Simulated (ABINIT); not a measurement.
# Excitons of SnO2 (Cassiterite): kernels and approximations, part 2 of 4

Wanted: excitons and ε₂ of SnO2 (Cassiterite), with cost.

ABINIT 10.8.3; PBE and many-body steps on it, plane waves. Known limits of the many-body steps: not at the basis limit; no spin-orbit coupling; coarse k mesh; bindings not settled in the k mesh.

So far. Step 4 (Self-energy, 4×4×4 mesh, 69 bands, screening to 98 eV): The gap on the mesh goes from 1.28 eV to 2.87 eV, a correction of +1.58 eV. Step 5 (Excitons): The lowest state lies at 2.359 eV, 0.508 eV under the direct gap.

## 6. Triplet (no exchange term)

Level of this step: Bethe-Salpeter equation on PBE with a scissors shift, plane waves, norm-conserving pseudopotentials (ABINIT).

Input file run.abi:

```
acell 3*1.0 Angstrom
rprim 
  4.738000000000 0.000000000000 0.000000000000
  0.000000000000 4.738000000000 0.000000000000
  0.000000000000 0.000000000000 3.186500000000
ntypat 2
znucl 50 8
natom 6
typat 1 1 2 2 2 2
xred 
  0.000000000000 0.000000000000 0.000000000000
  0.500000000000 0.500000000000 0.500000000000
  0.307100000000 0.307100000000 0.000000000000
  0.192900000000 0.807100000000 0.500000000000
  0.692900000000 0.692900000000 0.000000000000
  0.807100000000 0.192900000000 0.500000000000
pp_dirpath "pseudos"
pseudos "Sn.upf, O.upf"
ecut 42
ngkpt 4 4 4
nshiftk 1
shiftk 0 0 0
kptopt 1
chksymbreak 0
istwfk *1
occopt 1
irdwfk 1
optdriver 99
bs_calctype 1
mbpt_sciss 1.583 eV
bs_loband 27
nband 36
bs_exchange_term 0
bs_coulomb_term 11
bs_coupling 0
bs_algorithm 1
bs_freq_mesh 0 7 0.05 eV
zcut 0.15 eV
ecuteps 3.6
ecutwfn 21
inclvkb 2
irdscr 1
indata_prefix "in"
outdata_prefix "out"
tmpdata_prefix "tmp"
```

Command:

```bash
OMP_NUM_THREADS=1 mpirun -n 4 abinit run.abi > log
```

Numbers of over 12 decimals in the logs are rounded to 6 here.

The log of the run:

```text
.Version 10.8.3 of ABINIT. v10.8.2 released Aug 2026.

 Symmetries : space group P4_2/m n m (#136); Bravais tP (primitive tetrag.)
[... echo of the input left out ...]
== DATASET  1 ==================================================================
-   mpi_nproc: 4, omp_nthreads: 1 (-1 if OMP is not activated)

--- !DatasetInfo
iteration_state: {dtset: 1, }
dimensions: {natom: 6, nkpt: 18, mband: 36, nsppol: 1, nspinor: 1, nspden: 1, mpw: 2241, }
cutoff_energies: {ecut:  21.0, pawecutdg:  -1.0, }
electrons: {nelect:   6.80000000E+01, charge:   0.00000000E+00, occopt:   1.00000000E+00, tsmear:   1.00000000E-02, }

 Exciton: Calculation of dielectric properties by solving the Bethe-Salpeter equation
 in frequency domain and reciprocal space on a transitions basis set.
 Based on a program developed by L. Reining, V. Olevano, F. Sottile,
 S. Albrecht, and G. Onida. Incorporated in ABINIT by M. Giantomassi.

.Using double precision arithmetic ; gwpc =  8

[... cell and pseudopotentials left out ...]
--------------------------------------------------------------------------------

 ==== K-mesh for the wavefunctions ====
 Number of points in the irreducible wedge :    18
[... list of points left out ...]
 Together with 16 symmetry operations and time-reversal symmetry
 yields    64 points in the full Brillouin Zone.

 ==== Q-mesh for the screening function ====
 Number of points in the irreducible wedge :    18
[... list of points left out ...]
 Together with 16 symmetry operations and time-reversal symmetry
 yields    64 points in the full Brillouin Zone.

 vcoul_init : cutoff-mode = AUXILIARY_FUNCTION
 q-points for optical limit:   1
     1)      0.000010    0.000020    0.000030
 setmesh: FFT mesh size selected  =    30x   30x   20
[...]
q = (  0.000000  0.000000  0.958369) [r.l.u.]
 Number of electrons calculated from density =   67.8585; Expected =   68.0000
 average of density, n =  0.140573
 r_s =    1.1931
 omega_plasma =   36.1666 [eV]

. Writing resonant excitonic Hamiltonian on file out_BSR; file size=   0.01 [Gb].
 Direct diagonalization of the resonant excitonic Hamiltonian, Matrix size= 1024
. Using LAPACK sequential version.
 Excitonic eigenvalues in eV up to n=   32
   2.34480   3.10930   3.10951   3.58285   3.58293   3.81070   3.93552   3.93574
   3.99539   4.29715   4.34334   4.34407   4.37132   4.37302   4.38761   4.74432
   4.74434   4.83159   4.86312   4.87539   4.87631   4.88619   4.91130   4.91174
   4.92375   4.92533   4.92535   5.16087   5.16884   5.17106   5.21885   5.22678

 First excitonic eigenvalue=    2.34 [eV]
 Last  excitonic eigenvalue=   12.03 [eV]

 GW  direct gap       2.87  0.00 [eV]
 EXC direct gap       2.34  0.00 [eV]
 EXC binding energy   0.52  0.00 [eV]

 Excitonic eigenvalues up to the GW energy gap [eV]
  1 (  2.34  0.00)

 Macroscopic dielectric function:
 omega [eV] <KS_RPA_nlf>  <GW_RPA_nlf>  <BSE>
   0.0000   2.7139   0.0000   2.2665   0.0000   2.5201   0.0000
   0.0500   2.7142   0.0019   2.2666   0.0005   2.5202   0.0010
   0.1000   2.7151   0.0038   2.2669   0.0011   2.5207   0.0019
[...]
0.4000   2.7345   0.0162   2.2722   0.0043   2.5305   0.0079
   0.4500   2.7402   0.0184   2.2738   0.0049   2.5333   0.0090

 Writing KS-RPA macroscopic dielectric function without local fields to file: out_RPA_NLF_MDF
 Writing GW-RPA macroscopic dielectric function without local fields to file: out_GW_NLF_MDF
 Writing EXC Macroscopic dielectric function to file: out_EXC_MDF

== END DATASET(S) ==============================================================
================================================================================

 -outvars: echo values of variables after computation  --------
           etotal      0.0000000000E+00
            nband          36
             nkpt          18
          spgroup         136
 [... the other variables as echoed above ...]

 Calculation completed.
```

Run time: 37 s. Hardware: 4 MPI ranks of Arm Neoverse V1, shared host; peak memory 0.76 GiB; 2.5 min of CPU time.

The lowest triplet lies at 2.345 eV; without spin-orbit coupling triplets are dark, so no spectrum is read.

## 7. Beyond Tamm-Dancoff

run.abi: that of step 6 with these lines changed.

```diff
@@ -32,5 +32,5 @@
 nband 36
-bs_exchange_term 0
+bs_exchange_term 1
 bs_coulomb_term 11
-bs_coupling 0
+bs_coupling 1
 bs_algorithm 1
```

The log of the run:

```text
.Version 10.8.3 of ABINIT. v10.8.2 released Aug 2026.

 Symmetries : space group P4_2/m n m (#136); Bravais tP (primitive tetrag.)
[... echo of the input left out ...]
== DATASET  1 ==================================================================
-   mpi_nproc: 4, omp_nthreads: 1 (-1 if OMP is not activated)

--- !DatasetInfo
iteration_state: {dtset: 1, }
dimensions: {natom: 6, nkpt: 18, mband: 36, nsppol: 1, nspinor: 1, nspden: 1, mpw: 2241, }
cutoff_energies: {ecut:  21.0, pawecutdg:  -1.0, }
electrons: {nelect:   6.80000000E+01, charge:   0.00000000E+00, occopt:   1.00000000E+00, tsmear:   1.00000000E-02, }

 Exciton: Calculation of dielectric properties by solving the Bethe-Salpeter equation
 in frequency domain and reciprocal space on a transitions basis set.
 Based on a program developed by L. Reining, V. Olevano, F. Sottile,
 S. Albrecht, and G. Onida. Incorporated in ABINIT by M. Giantomassi.

.Using double precision arithmetic ; gwpc =  8

[... cell and pseudopotentials left out ...]
--------------------------------------------------------------------------------

 ==== K-mesh for the wavefunctions ====
 Number of points in the irreducible wedge :    18
[... list of points left out ...]
 Together with 16 symmetry operations and time-reversal symmetry
 yields    64 points in the full Brillouin Zone.

 ==== Q-mesh for the screening function ====
 Number of points in the irreducible wedge :    18
[... list of points left out ...]
 Together with 16 symmetry operations and time-reversal symmetry
 yields    64 points in the full Brillouin Zone.

 vcoul_init : cutoff-mode = AUXILIARY_FUNCTION
 q-points for optical limit:   1
     1)      0.000010    0.000020    0.000030
 setmesh: FFT mesh size selected  =    30x   30x   20
[...]
q = (  1.424997  0.000000  0.000000) [r.l.u.]
 q = (  0.000000  1.424997  0.000000) [r.l.u.]
 q = (  0.000000  0.000000  0.958369) [r.l.u.]
 q = (  1.424997  0.000000  0.000000) [r.l.u.]
 q = (  0.000000  1.424997  0.000000) [r.l.u.]
 q = (  0.000000  0.000000  0.958369) [r.l.u.]
 Number of electrons calculated from density =   67.8585; Expected =   68.0000
 average of density, n =  0.140573
 r_s =    1.1931
 omega_plasma =   36.1666 [eV]

. Writing resonant excitonic Hamiltonian on file out_BSR; file size=   0.01 [Gb].
. Writing coupling excitonic Hamiltonian on file out_BSC; file size=   0.01 [Gb].
. Direct diagonalization of the full excitonic Hamiltonian, Matrix size= 2048
. Using LAPACK sequential version to solve FHv = ev with H positive definite.
 First excitonic eigenvalue:    2.36 [eV].
 Last  excitonic eigenvalue:   12.11 [eV].

 GW  direct gap       2.87  0.00 [eV]
 EXC direct gap       2.36  0.00 [eV]
 EXC binding energy   0.51  0.00 [eV]

 Excitonic eigenvalues up to the GW energy gap [eV]
*** (  2.36  0.00)

 Macroscopic dielectric function:
 omega [eV] <KS_RPA_nlf>  <GW_RPA_nlf>  <BSE>
   0.0000   2.7139   0.0000   2.2665   0.0000   2.4579   0.0000
   0.0500   2.7142   0.0019   2.2666   0.0005   2.4580   0.0009
   0.1000   2.7151   0.0038   2.2669   0.0011   2.4585   0.0018
[...]
0.4000   2.7345   0.0162   2.2722   0.0043   2.4676   0.0074
   0.4500   2.7402   0.0184   2.2738   0.0049   2.4702   0.0084

 Writing KS-RPA macroscopic dielectric function without local fields to file: out_RPA_NLF_MDF
 Writing GW-RPA macroscopic dielectric function without local fields to file: out_GW_NLF_MDF
 Writing EXC Macroscopic dielectric function to file: out_EXC_MDF

== END DATASET(S) ==============================================================
================================================================================

 -outvars: echo values of variables after computation  --------
           etotal      0.0000000000E+00
            nband          36
             nkpt          18
          spgroup         136
 [... the other variables as echoed above ...]

 Calculation completed.
```

The job ended after 1.7 min (4 MPI ranks; peak memory 0.83 GiB; 6.8 min of CPU time).

Numbers from this step:

```
direct gap of the transition levels              : 2.867 eV
transitions in the window                        : 1024
lowest state                                     : 2.36 eV
binding of the lowest state below the direct gap : 0.5070 eV
Coulomb term of one mesh cell                    : 0.5468 eV
```

The binding is 0.93 times the screened Coulomb term of one mesh cell (0.55 eV), so it is not shown settled.

The lowest state lies at 2.360 eV, 0.507 eV under the direct gap.

## 8. Model screening

run.abi: that of step 7 with these lines changed.

```diff
@@ -30,9 +30,9 @@
 mbpt_sciss 1.583 eV
-bs_loband 27
+bs_loband 24
 nband 36
 bs_exchange_term 1
-bs_coulomb_term 11
-bs_coupling 1
-bs_algorithm 1
-bs_freq_mesh 0 7 0.05 eV
+bs_coulomb_term 21
+bs_coupling 0
+bs_algorithm 2
+bs_freq_mesh 0 9 0.05 eV
 zcut 0.15 eV
@@ -41,3 +41,6 @@
 inclvkb 2
-irdscr 1
+mdf_epsinf 4.5
+irdden 1
+bs_haydock_niter 300
+bs_haydock_tol -0.02 0
 indata_prefix "in"
```

The log of the run:

```text
.Version 10.8.3 of ABINIT. v10.8.2 released Aug 2026.

 Symmetries : space group P4_2/m n m (#136); Bravais tP (primitive tetrag.)
[... echo of the input left out ...]
== DATASET  1 ==================================================================
-   mpi_nproc: 4, omp_nthreads: 1 (-1 if OMP is not activated)

--- !DatasetInfo
iteration_state: {dtset: 1, }
dimensions: {natom: 6, nkpt: 18, mband: 36, nsppol: 1, nspinor: 1, nspden: 1, mpw: 2241, }
cutoff_energies: {ecut:  21.0, pawecutdg:  -1.0, }
[...]
0.0500   2.9374   0.0020   2.4561   0.0006   2.7018   0.0010
   0.1000   2.9384   0.0039   2.4564   0.0011   2.7023   0.0019
[...]
0.4000   2.9582   0.0165   2.4620   0.0045   2.7119   0.0078
   0.4500   2.9640   0.0189   2.4636   0.0051   2.7146   0.0088

== END DATASET(S) ==============================================================
================================================================================

 -outvars: echo values of variables after computation  --------
           etotal      0.0000000000E+00
            nband          36
             nkpt          18
          spgroup         136
 [... the other variables as echoed above ...]

 Calculation completed.
```

The job ended after 59 s (4 MPI ranks; peak memory 0.76 GiB; 3.9 min of CPU time).

Numbers from this step:

```
direct gap of the transition levels : 2.867 eV
transitions in the window           : 1408
Coulomb term of one mesh cell       : 0.5468 eV
```

The ε₂ has structure finer than the step of the table below, so its rows give means over 0.2 eV, whole bins alone (the curve runs from 0 to 9 eV). Peaks (eV: height): BSE 3.10: 2.84, 4.40: 3.54, 6.00: 3.43, 7.00: 2.77, 8.20: 3.77; no electron-hole interaction 3.65: 2.20, 4.90: 2.50, 6.80: 2.94, 7.55: 2.94, 8.75: 4.00; Kohn-Sham, no shift 2.05: 2.22, 3.30: 2.48, 5.20: 2.93, 5.95: 2.95, 7.20: 4.00, 8.85: 2.05.

Mean over the three Cartesian directions of q; broadening 0.15 eV; transition window only. Limits: finite bands, cutoff and mesh; no spin-orbit coupling; coarse k mesh; exciton not shown settled in the k mesh. ε₂ against photon energy; means over each step:

```
photon energy (eV)      BSE  no electron-hole interaction  Kohn-Sham, no shift
               0.2  0.00383                       0.00225              0.00797
               0.4  0.00778                       0.00453               0.0166
               0.6   0.0120                       0.00692               0.0267
               0.8   0.0166                       0.00948               0.0395
               1.0   0.0218                        0.0122               0.0575
               1.2   0.0280                        0.0153               0.0859
               1.4   0.0355                        0.0189                0.139
               1.6   0.0451                        0.0230                0.262
               1.8   0.0580                        0.0280                0.675
               2.0   0.0765                        0.0343                 1.85
               2.2    0.106                        0.0426                 1.21
               2.4    0.158                        0.0541                0.455
               2.6    0.269                        0.0714                0.305
               2.8    0.594                        0.1000                0.342
               3.0     1.82                         0.155                0.614
               3.2     2.24                         0.288                 1.70
               3.4    0.820                         0.754                 1.91
               3.6    0.446                          1.91                0.955
               3.8    0.429                          1.11                0.937
               4.0    0.668                         0.436                0.778
               4.2     1.73                         0.308                0.945
               4.4     3.16                         0.359                0.852
               4.6     1.51                         0.667                 1.05
               4.8     1.07                          1.83                 1.46
               5.0    0.941                          1.80                 2.40
               5.2     1.19                         0.942                 2.82
               5.4     1.23                         0.927                 2.48
               5.6     1.68                         0.792                 2.41
               5.8     2.38                         0.945                 2.52
               6.0     3.30                         0.859                 2.77
               6.2     3.08                          1.08                 2.00
               6.4     2.16                          1.52                 2.24
               6.6     2.01                          2.47                 2.98
               6.8     2.37                          2.83                 3.00
               7.0     2.68                          2.45                 3.45
               7.2     2.23                          2.42                 3.88
               7.4     2.39                          2.55                 3.57
               7.6     3.02                          2.72                 3.15
               7.8     2.98                          1.97                 2.76
               8.0     3.40                          2.31                 2.24
               8.2     3.72                          2.99                 1.75
               8.4     3.67                          3.03                 1.42
               8.6     3.09                          3.50                 1.27
               8.8     1.93                          3.87                 1.88
```

## 9. Empty states on the mesh, 4×4×6 mesh, 52 bands

This step: DFT, PBE, plane waves, norm-conserving pseudopotentials.

run.abi: that of step 8 with these lines changed.

```diff
@@ -19,28 +19,15 @@
 ecut 42
-ngkpt 4 4 4
+ngkpt 4 4 6
 nshiftk 1
-shiftk 0 0 0
-kptopt 1
+shiftk 0.11 0.21 0.31
+kptopt 3
 chksymbreak 0
+iscf -2
+irdden 1
 istwfk *1
-occopt 1
-irdwfk 1
-optdriver 99
-bs_calctype 1
-mbpt_sciss 1.583 eV
-bs_loband 24
-nband 36
-bs_exchange_term 1
-bs_coulomb_term 21
-bs_coupling 0
-bs_algorithm 2
-bs_freq_mesh 0 9 0.05 eV
-zcut 0.15 eV
-ecuteps 3.6
-ecutwfn 21
-inclvkb 2
-mdf_epsinf 4.5
-irdden 1
-bs_haydock_niter 300
-bs_haydock_tol -0.02 0
+nband 52
+nbdbuf 4
+tolwfr 1e-09
+nstep 60
+prtvol 0
 indata_prefix "in"
```

The log of the run:

```text
.Version 10.8.3 of ABINIT. v10.8.2 released Aug 2026.

 Symmetries : space group P4_2/m n m (#136); Bravais tP (primitive tetrag.)
[... echo of the input left out ...]
== DATASET  1 ==================================================================
-   mpi_nproc: 4, omp_nthreads: 1 (-1 if OMP is not activated)

--- !DatasetInfo
iteration_state: {dtset: 1, }
dimensions: {natom: 6, nkpt: 96, mband: 52, nsppol: 1, nspinor: 1, nspden: 1, mpw: 6315, }
cutoff_energies: {ecut:  42.0, pawecutdg:  -1.0, }
[...]
0.22157    0.24764    0.30704    0.47572    0.48891    0.48946    0.62258    0.65507
   0.69334    0.69421    0.71299    0.71374    0.80807    0.85765    0.93378    0.93927
   0.96225    0.97449    1.00200    1.01414
 prteigrs : prtvol=0 or 1, do not print more k-points.

== END DATASET(S) ==============================================================
================================================================================

 -outvars: echo values of variables after computation  --------
            nband          52
             nkpt          96
          spgroup         136
 [... the other variables as echoed above ...]

 Calculation completed.
```

Run time: 2.6 min. Hardware: 4 MPI ranks; peak memory 0.75 GiB; 11 min of CPU time.

This step gave:

| Item | Value |
| --- | --- |
| gap | 1.616 eV |
| k of the valence top | 0.0275, 0.0525, 0.0517 |
| k of the conduction bottom | 0.0275, 0.0525, 0.0517 |
| least direct gap | 1.616 eV |
| k points computed | 96 |
| lowest point of the top converged band, above the valence top | 15.15 eV |

On this mesh the gap is 1.616 eV.

(Continued in part 3 of 4.)

[Paths, hosts, dates, memory and timing lines, banners, echoed tables and standing remarks are left out of the program output.]

[Logs are printed without paths, hosts, clocks, repeated set-up lines and the standing remarks that a program may print on its own settings, such as how far it seeks lower states.]

[Runs of the session that timed out or met a known fault of the program may be left out.]

[Hosts, paths, dates, database ids (printed as entryN), source tags and the programs' standing remarks are cut or masked in the printed files.]

[G0W0 gaps are taken among the corrected bands and points alone; a level outside them can change the order at an edge.]

[Where Ansatz stands beside ABINIT at settings called matched, ABINIT's density can come from a denser mesh and the files from another edition; pairs whose starting gaps differed by over 0.03 eV were left out, so agreement reads better than it is.]
